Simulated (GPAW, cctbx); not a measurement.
# (BaO)1(NaCl)1: what bonding does to one electron reflection, worked out

(BaO)1(NaCl)1, P4/mmm (no. 123), a = 3.8590 Å, b = 3.8590 Å, c = 6.3778 Å, α = 90.00°, β = 90.00°, γ = 90.00°.

| atom | mult. | x | y | z |
| --- | --- | --- | --- | --- |
| Ba1 | 1 | 0 | 0 | 0 |
| Cl1 | 1 | 0 | 0 | 1/2 |
| Na1 | 1 | 1/2 | 1/2 | 1/2 |
| O1 | 1 | 1/2 | 1/2 | 0 |

The cell is a (BaO)1(NaCl)1 superlattice along [001] of the rock-salt type, started at the mean lattice constant and relaxed freely, with no substrate.

A DFT run (GPAW, PBE, 550 eV, 7×7×4 k-points (along the axes of the calculation cell), Fermi–Dirac width 0.05 eV) gives the static X-ray structure factor of 001 as 34.723 e for the conventional cell; superposed free atoms give 34.177 e. **Problem.** Find the Fourier component V of the crystal potential and the two-beam extinction distance at 200 kV in both cases.

**1. Geometry**

The cell volume is Ω = 94.98 Å³ and d(001) = 6.3778 Å, so g = 1/d = 0.1568 Å⁻¹.

**2. The nuclei**

Electrons feel nuclei as well as electrons, so the nuclear charges are summed with the same phases.

Phase sums Σ exp(2πi h·x), turned so that the total is real and positive: Ba +1.000, Cl -1.000, Na -1.000, O +1.000. Then F_Z = 56 × (+1.000) + 17 × (-1.000) + 11 × (-1.000) + 8 × (+1.000) = 36.00 e. The electron term has the same sign for this reflection.

**3. Mott–Bethe**

Poisson's equation, term by term, gives V = (e/4πε₀)(F_Z − F)/(πΩg²), with e/4πε₀ = 14.3996 V Å.

The prefactor is 14.3996 × 6.3778²/(π × 94.98) = 1.96304 V per electron. Free atoms: (36.00 − 34.177) × 1.96304 = 3.579 V. Crystal: (36.00 − 34.723) × 1.96304 = 2.507 V. F changes by +1.60 % and V by -30.0 %: the same 0.55 e is measured against F_Z − F = 1.8 e in place of F = 34.2 e.

**4. Extinction distance**

In the two-beam case ξ = 1/(λU) with U = 2γm₀eV/h², that is ξ = 150.41 V Å²/(γλV).

At 200 kV, λ = 0.02508 Å and γ = 1.3914. Free atoms: ξ = 1204 Å. Crystal: ξ = 1719 Å. The thickness fringes go as sin²(πt/ξ), so the two patterns slip by a quarter of a period when t|1/ξ₁ − 1/ξ₀| = 1/4, at t ≈ 101 nm. Thermal motion, absorption and many-beam coupling, left out here, change a real pattern.

**5. Answer**

V(001) is 2.51 V against 3.58 V, and ξ is 1719 against 1204 Å. Limits: static atoms, two beams.
